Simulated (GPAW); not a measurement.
# Optical response of GaP, part 2 of 2

Aim: the dielectric function of GaP, and the optical constants that follow from it.

GPAW 26.7.0; DFT, LDA, plane-wave PAW (GPAW data sets), scalar-relativistic, RPA, optical limit.

So far, gap on the k-mesh (eV): step 2 (ground state) 1.46; step 3 (bands for the response) 1.47.

## 4. Dielectric function, RPA

Transitions between filled and empty bands, summed over the zone, give the optical response, so mesh, band count and broadening shape it.

The induced potential is part of this response.

This step: DFT, LDA, plane-wave PAW (GPAW data sets), scalar-relativistic, RPA, optical limit (GPAW 26.7.0).

File df.py:

```python
from gpaw.response.df import DielectricFunction

df = DielectricFunction('full.gpw', frequencies={'type': 'nonlinear', 'domega0': 0.03, 'omega2': 8},
                        ecut=50,
                        eta=0.15,
                        nbands=25,
                        txt='df.txt')
for direction in ['x']:
    df.get_dielectric_function(xc='RPA', direction=direction, filename=f'df_{direction}.csv')
```

Run with:

```bash
> OMP_NUM_THREADS=1 python df.py
```

Numbers of over 12 decimals in the logs are rounded to 6 here.

The program printed:

```text
Using integrator: PointIntegrator
NonLinearFrequencyDescriptor(from 0.000 to 43.870 eV, 448 points)
Nonperiodic BCs:  [False False False]
Using integrator: PointIntegrator
NonLinearFrequencyDescriptor(from 0.000 to 43.870 eV, 448 points)
Nonperiodic BCs:  [False False False]

Calculating chi0 body with:
    Ground state adapter containing:
    Number of spins: 1
    Number of kpoints: 1331
    Number of irreducible kpoints: 56
    Number of completely occupied states: 4
    Number of partially occupied states: 4

    Linear response parametrization:
    q_c: [0.0, 0.0, 0.0]
    Number of frequency points: 448
    Planewave cutoff: 50.0
    Number of bands: 25
    Number of planewaves: 27
    Broadening (eta): 0.15

Integrating chi0 body.

Symmetries of q_c:
    Direct symmetries (Uq -> q): 24
    Indirect symmetries (TUq -> q): 24
In total 48 allowed symmetries.

56 groups of equivalent kpoints. 95.792637% reduction.

Integral kind: spectral function

Calculating chi0 optical extensions with:
    Ground state adapter containing:
    Number of spins: 1
    Number of kpoints: 1331
    Number of irreducible kpoints: 56
    Number of completely occupied states: 4
    Number of partially occupied states: 4

    Linear response parametrization:
    Number of frequency points: 448
    Planewave cutoff: 50.0
    Number of bands: 25
    Number of planewaves: 27
    Broadening (eta): 0.15
Integrating chi0 head and wings.

Symmetries of q_c:
    Direct symmetries (Uq -> q): 24
    Indirect symmetries (TUq -> q): 24
In total 48 allowed symmetries.

56 groups of equivalent kpoints. 95.792637% reduction.

Integral kind: spectral function wings
```

Run time: 4.1 s. Hardware: 1 thread of Arm Neoverse V1, shared host; peak memory 0.21 GiB.

This step gave:

- electronic dielectric constant ε∞, mean over x, y and z (by symmetry where fewer were run): 10.43
- main peak of Im epsilon, first axis: 4.348 eV

Some rows of df_x.csv (energy; Re and Im without local fields; Re and Im with them):

```text
0.000000, 11.385772, -0.000000, 10.429859, -0.000000
0.429336, 11.520985, 0.097506, 10.554176, 0.089762
0.878195, 11.992410, 0.232068, 10.989212, 0.215055
1.347938, 13.059752, 0.549635, 11.985178, 0.521406
1.840057, 14.128907, 1.354126, 12.882487, 1.307252
2.356191, 18.107739, 4.981256, 16.584791, 4.770053
2.898142, 13.265827, 8.551087, 11.512552, 8.206277
3.467895, 15.402993, 12.095882, 13.007374, 10.870883
4.067647, 16.626899, 21.833787, 14.196363, 17.167599
4.699832, -2.108946, 12.092486, -2.458680, 10.435731
5.367152, -7.528168, 14.972894, -5.575457, 14.355570
6.072622, -6.291944, 6.381777, -5.572632, 5.984129
6.819608, -4.758011, 5.421984, -3.541675, 5.110050
7.611886, -4.162763, 3.240561, -3.539474, 3.322728
8.453705, -3.048575, 2.397675, -2.507842, 2.296154
9.349861, -2.321920, 2.155110, -1.541964, 2.084694
10.305790, -1.717656, 1.311333, -1.320106, 1.337022
11.327680, -1.289438, 0.761638, -1.094732, 0.850478
12.422601, -0.995824, 0.510917, -0.859185, 0.633049
13.598673, -0.635771, 0.436648, -0.447257, 0.518589
```

Values under the direct gap are tails of Lorentzian lines. Table of Im ε, E ∥ x by photon energy; read off at these points:

| photon energy (eV) | Im ε, E ∥ x |
| --- | --- |
| 0.000 | 0 |
| 0.250 | 0.0508 |
| 0.500 | 0.106 |
| 0.750 | 0.173 |
| 1.000 | 0.264 |
| 1.250 | 0.417 |
| 1.500 | 0.841 |
| 1.750 | 1.51 |
| 2.000 | 1.40 |
| 2.250 | 3.13 |
| 2.500 | 6.13 |
| 2.702 | 11.6 |
| 2.750 | 11.3 |
| 3.000 | 8.08 |
| 3.250 | 10.0 |
| 3.500 | 11.3 |
| 3.750 | 13.0 |
| 4.000 | 14.7 |
| 4.250 | 24.8 |
| 4.334 | 27.6 |
| 4.500 | 19.0 |
| 4.750 | 10.2 |
| 5.000 | 12.7 |
| 5.250 | 16.9 |
| 5.500 | 11.7 |
| 5.750 | 10.0 |
| 6.000 | 6.62 |
| 6.250 | 5.37 |
| 6.500 | 5.38 |
| 6.750 | 5.22 |
| 7.000 | 4.69 |
| 7.250 | 4.65 |
| 7.500 | 3.59 |
| 7.750 | 2.87 |
| 8.000 | 2.62 |
| 8.250 | 2.70 |
| 8.500 | 2.24 |
| 8.750 | 2.09 |
| 9.000 | 1.78 |
| 9.250 | 1.96 |
| 9.500 | 2.13 |
| 9.750 | 1.81 |
| 10.000 | 1.45 |
| 10.250 | 1.30 |
| 10.500 | 1.44 |
| 10.750 | 1.49 |
| 11.000 | 1.07 |
| 11.250 | 0.842 |
| 11.500 | 0.920 |
| 11.750 | 0.887 |
| 12.000 | 0.842 |
| 12.250 | 0.766 |
| 12.500 | 0.595 |
| 12.750 | 0.670 |
| 13.000 | 0.596 |
| 13.250 | 0.542 |
| 13.500 | 0.503 |
| 13.750 | 0.526 |

The Re ε, E ∥ x by photon energy:

photon energy (eV), Re ε, E ∥ x and a bar from the least value:
```
      0.0       10.4 ######################
      0.5       10.6 ######################
      1.0       11.2 #######################
      1.5       12.5 ########################
      2.0       14.0 ##########################
      2.5       16.9 ##############################
      3.0       12.9 #########################
      3.5       13.0 #########################
      4.0       13.7 ##########################
      4.5       -7.0 
      5.0        2.2 ############
      5.5       -6.2 #
      6.0       -6.2 #
      6.5       -3.6 ####
      7.0       -3.3 #####
      7.5       -3.6 ####
      8.0       -2.7 #####
      8.5       -2.4 ######
      9.0       -1.8 ######
      9.5       -1.7 #######
     10.0       -1.7 #######
     10.5       -1.3 #######
     11.0       -1.5 #######
     11.5       -1.0 ########
     12.0       -0.9 ########
     12.5       -0.8 ########
     13.0       -0.7 ########
     13.5       -0.5 ########
```

The reflectivity at normal incidence, E ∥ x has structure finer than the step of the table below, so its rows give means over 0.25 eV, whole bins alone (the curve runs from 0 to 14.0 eV). Peaks (eV: height): 2.663: 41.6, 4.470: 61.3, 5.969: 62.1, 7.729: 57.4, 9.957: 52.2, 11.103: 56.3, 12.423: 52.4.

The reflectivity at normal incidence, E ∥ x by photon energy; means over each step:

photon energy (eV), reflectivity at normal incidence, E ∥ x (%) and a bar from the least value:
```
     0.25       27.9 
     0.50       28.1 
     0.75       28.5 #
     1.00       29.1 #
     1.25       30.0 ##
     1.50       31.3 ###
     1.75       31.8 ####
     2.00       33.6 #####
     2.25       36.7 ########
     2.50       39.2 ##########
     2.75       39.5 ###########
     3.00       36.9 ########
     3.25       38.5 ##########
     3.50       40.2 ###########
     3.75       41.5 ############
     4.00       44.3 ###############
     4.25       53.1 #######################
     4.50       59.5 #############################
     4.75       46.3 #################
     5.00       43.9 ##############
     5.25       53.9 ########################
     5.50       57.8 ###########################
     5.75       57.3 ###########################
     6.00       61.1 ##############################
     6.25       55.2 #########################
     6.50       51.6 #####################
     6.75       51.1 #####################
     7.00       51.0 #####################
     7.25       53.6 #######################
     7.50       56.2 ##########################
     7.75       56.7 ##########################
     8.00       52.7 ######################
     8.25       51.6 #####################
     8.50       52.9 #######################
     8.75       52.0 ######################
     9.00       49.6 ####################
     9.25       43.7 ##############
     9.50       45.1 ################
     9.75       49.6 ####################
    10.00       51.9 ######################
    10.25       48.2 ##################
    10.50       44.7 ###############
    10.75       46.1 #################
    11.00       54.8 ########################
    11.25       53.7 #######################
    11.50       47.5 ##################
    11.75       47.5 ##################
    12.00       47.4 ##################
    12.25       49.3 ###################
    12.50       50.4 ####################
    12.75       44.9 ###############
    13.00       46.7 #################
    13.25       46.3 #################
    13.50       44.0 ###############
    13.75       42.1 #############
```

Table of refractive index n and extinction k by photon energy:

| photon energy (eV) | n | k |
| --- | --- | --- |
| 0.0 | 3.23 | 0 |
| 0.5 | 3.26 | 0.0163 |
| 1.0 | 3.34 | 0.0394 |
| 1.5 | 3.54 | 0.119 |
| 2.0 | 3.74 | 0.187 |
| 2.5 | 4.18 | 0.733 |
| 3.0 | 3.75 | 1.08 |
| 3.5 | 3.89 | 1.45 |
| 4.0 | 4.11 | 1.79 |
| 4.5 | 2.57 | 3.70 |
| 5.0 | 2.74 | 2.31 |
| 5.5 | 1.87 | 3.11 |
| 6.0 | 1.20 | 2.77 |
| 6.5 | 1.20 | 2.25 |
| 7.0 | 1.10 | 2.13 |
| 7.5 | 0.862 | 2.08 |
| 8.0 | 0.733 | 1.79 |
| 8.5 | 0.661 | 1.70 |
| 9.0 | 0.599 | 1.49 |
| 9.5 | 0.712 | 1.50 |
| 10.0 | 0.512 | 1.41 |
| 10.5 | 0.562 | 1.28 |
| 11.0 | 0.410 | 1.30 |
| 11.5 | 0.425 | 1.08 |
| 12.0 | 0.403 | 1.05 |
| 12.5 | 0.317 | 0.938 |
| 13.0 | 0.338 | 0.881 |
| 13.5 | 0.328 | 0.768 |

The Im ε, E ∥ x has structure finer than the step of the table below, so its rows give means over 0.5 eV, whole bins alone (the curve runs from 0 to 14.0 eV). Peaks (eV: height): without local fields 2.70: 12.1, 4.33: 31.8, 5.17: 19.9; with local fields 2.70: 11.6, 4.33: 27.6, 5.22: 17.2.

Values under the direct gap are tails of Lorentzian lines. The Im ε, E ∥ x by photon energy; means over each step:

| photon energy (eV) | without local fields | with local fields |
| --- | --- | --- |
| 0.5 | 0.117 | 0.108 |
| 1.0 | 0.294 | 0.274 |
| 1.5 | 0.969 | 0.942 |
| 2.0 | 1.77 | 1.69 |
| 2.5 | 7.42 | 7.07 |
| 3.0 | 9.70 | 9.18 |
| 3.5 | 12.8 | 11.4 |
| 4.0 | 20.4 | 16.5 |
| 4.5 | 21.2 | 19.0 |
| 5.0 | 16.2 | 13.3 |
| 5.5 | 13.3 | 12.3 |
| 6.0 | 7.60 | 7.19 |
| 6.5 | 6.08 | 5.36 |
| 7.0 | 5.03 | 4.85 |
| 7.5 | 3.54 | 3.63 |
| 8.0 | 2.85 | 2.70 |
| 8.5 | 2.40 | 2.31 |
| 9.0 | 1.97 | 1.88 |
| 9.5 | 1.92 | 2.02 |
| 10.0 | 1.32 | 1.49 |
| 10.5 | 1.29 | 1.42 |
| 11.0 | 0.862 | 1.12 |
| 11.5 | 0.793 | 0.899 |
| 12.0 | 0.687 | 0.833 |
| 12.5 | 0.541 | 0.650 |
| 13.0 | 0.494 | 0.606 |
| 13.5 | 0.425 | 0.520 |

From ε follow the optical constants at some laser and lamp lines:

```
wavelength (nm)     n      k  R (%)     1/α
           1550  3.30  0.029   28.6  4.3 µm
           1064  3.39  0.052   29.7  1.6 µm
            800  3.56  0.144   31.6  442 nm
            450  3.83  1.462   39.8   25 nm
            365  3.81  1.346   38.9   22 nm
            248  2.74  2.309   43.3  8.5 nm
            193  1.20  2.272   52.0  6.8 nm
```

Below the direct gap, k and the depth come from the tails of the Lorentzian lines, not from transitions.

Rows near the edge hang on the gap, which this functional as a rule makes too small, and phonon-assisted absorption is left out.

## 5. Summary of results

* electronic dielectric constant ε∞, mean over x, y and z (by symmetry where fewer were run) (RPA): 10.4
* main peak of Im epsilon, first axis: 4.35 eV

What this shows: At this level (LDA, RPA) GaP has ε∞ = 10.4 and n = 3.30 at 1550 nm, and Im ε peaks at 4.3 eV. On the mesh the gap is 1.47 eV and the least direct gap 1.69 eV, so on this mesh the band edges lie at different points. Local fields change the static value along x from 11.39 to 10.43 (-8 %). Distinct maxima of Im ε, read by a parabola through the highest points, lie at 2.71 eV (12), 4.35 eV (28) and 5.21 eV (17). Excitons and phonon-assisted transitions are missing; LDA gaps are as a rule too small, which pulls the onset down and ε∞ up. The sum runs over mesh points, so small or evenly spaced maxima can still be ripples of the mesh.

[Machine, clock and banner lines and Python warnings are left out of the logs.]

[Logs are printed without paths, hosts, clocks, repeated set-up lines and the standing remarks that a program may print on its own settings, such as how far it seeks lower states.]

[Hosts, paths, dates, database ids (printed as entryN), source tags and the programs' standing remarks are cut or masked in the printed files.]
